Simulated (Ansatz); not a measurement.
G0W0 rungs for Zn3SbN3 (Cm).

```
Zn Sb N
1.0
     3.39389   -3.28325    0.00000
     3.39389    3.28325    0.00000
    -3.21560    0.00000    4.55613
Zn Sb N
3 1 3
Cartesian
  3.9825 0.0000 0.5380
  1.9629 -1.4484 2.3684
  1.9629 1.4484 2.3684
  0.4030 0.0000 0.0110
  3.6280 1.7435 1.3663
  3.6280 -1.7435 1.3663
  2.1311 0.0000 3.7004
```

The cell and positions are those that the Materials Project relaxed with its own functionals (PBE, PBE+U or r2SCAN), kept fixed. Spin-orbit coupling is left out unless a run names it.

Runs so far (Ansatz 0.2.0, start PBE, PAW set soft_1 files, 4×4×4 mesh). Times are wall times on 1 × NVIDIA H100 80GB HBM3 (shared by 6 runs) with 2 threads of AMD EPYC 7R13 (Zen 3), shared host, good to a factor of about two.

```csv
bands summed,cutoff (eV),gap on the mesh (eV),time
165,69,2.074,33 s
406,138,2.131,70 s
```

Q: What should the next rung give, with 837 bands and screening to 230 eV, and where is the limit?

The error falls about as one over the bands when the cutoff rises with them. A line through the two highest rungs given predicts 2.151 eV; the run gave 2.184 eV, a miss of 0.034 eV, so the law fails here: the steps don't follow it yet. The two highest rungs put the limit near 2.235 eV, the pair below near 2.170 eV; neither can be trusted until a further rung is run.

Gaps are over the mesh's points; an edge off the mesh would be missed. Limits: not at the basis limit; d shell near the gap, gap tends to lie low; no spin-orbit coupling.

[Paths, hosts, dates, memory and timing lines, banners, echoed tables and standing remarks are left out of the program output.]

[Logs are printed without paths, hosts, clocks, repeated set-up lines and the standing remarks that a program may print on its own settings, such as how far it seeks lower states.]

[Runs of the session that timed out or met a known fault of the program may be left out.]

[Cells called generated may have been cut or substituted from an entry of the Crystallography Open Database or the Materials Project.]

[Hosts, paths, dates, database ids (printed as entryN), source tags and the programs' standing remarks are cut or masked in the printed files.]
